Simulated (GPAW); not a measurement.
A computed N K-edge spectrum of one site in a crystal of N and Ta, with its zero at a photon energy of about 395.2 eV (raw 402.9 eV, less 7.8 eV of added terms; LDA puts this hole about 4 eV below PBE, itself good to a few eV). Method: GPAW, LDA, excited-electron core hole (neutral cell) in a small cell, dipole transitions, broadening that rises with energy, without spin-orbit coupling.

Energy from the lowest empty level; intensity scaled to a mean of 1 over the first 20 eV:

| E (eV) | intensity |
| --- | --- |
| -2.0 | 0.00 |
| -1.4 | 0.00 |
| -0.8 | 0.01 |
| -0.2 | 0.26 |
| 0.4 | 1.27 |
| 1.0 | 1.90 |
| 1.6 | 2.12 |
| 2.2 | 2.42 |
| 2.8 | 2.49 |
| 3.4 | 2.28 |
| 4.0 | 1.95 |
| 4.6 | 1.71 |
| 5.2 | 1.45 |
| 5.8 | 0.96 |
| 6.4 | 0.55 |
| 7.0 | 0.46 |
| 7.6 | 0.58 |
| 8.2 | 0.75 |
| 8.8 | 0.78 |
| 9.4 | 0.68 |
| 10.0 | 0.72 |
| 10.6 | 0.91 |
| 11.2 | 0.95 |
| 11.8 | 0.79 |
| 12.4 | 0.65 |
| 13.0 | 0.66 |
| 13.6 | 0.70 |
| 14.2 | 0.68 |
| 14.8 | 0.60 |
| 15.4 | 0.56 |
| 16.0 | 0.57 |
| 16.6 | 0.60 |
| 17.2 | 0.60 |
| 17.8 | 0.56 |
| 18.4 | 0.49 |
| 19.0 | 0.41 |
| 19.6 | 0.34 |
| 20.2 | 0.31 |
| 20.8 | 0.33 |
| 21.4 | 0.36 |
| 22.0 | 0.40 |
| 22.6 | 0.43 |
| 23.2 | 0.45 |
| 23.8 | 0.47 |
| 24.4 | 0.48 |
| 25.0 | 0.49 |
| 25.6 | 0.51 |
| 26.2 | 0.55 |
| 26.8 | 0.60 |
| 27.4 | 0.67 |
| 28.0 | 0.73 |
| 28.6 | 0.78 |
| 29.2 | 0.80 |
| 29.8 | 0.78 |
| 30.4 | 0.75 |
| 31.0 | 0.72 |
| 31.6 | 0.72 |

Q: What surroundings does the absorber have?

A K edge sees empty p states; the first features are N p mixed into the empty d states of the Ta neighbours, and the broad ones above probably into the cations' higher empty bands. It is atom 2 of TaN (P-6m2), with 6 Ta at 2.23 Å (trigonal prismatic, site symmetry -6m2). Its main maxima below 24 eV lie at 2.6 eV (2.53), 8.6 eV (0.80), 11.0 eV (0.97) and 13.7 eV (0.71). A near-edge spectrum doesn't fix the structure by itself; it is matched against candidates. The holes are only 5.8 Å apart, so the shape is probably not converged with cell size; no larger cell was run here. The structure is a published determination, not relaxed.

[Hosts, paths, dates, database ids (printed as entryN), source tags and the programs' standing remarks are cut or masked in the printed files.]

[Lists of maxima count a maximum above −3 eV only where it reaches 4 % of the highest in the window and stands out from its surroundings by 2 % of it (1.5 % where it reaches 55 %); shoulders and weaker maxima are passed over, and of the rest the first, up to two pre-edge ones and the few strongest are named.]
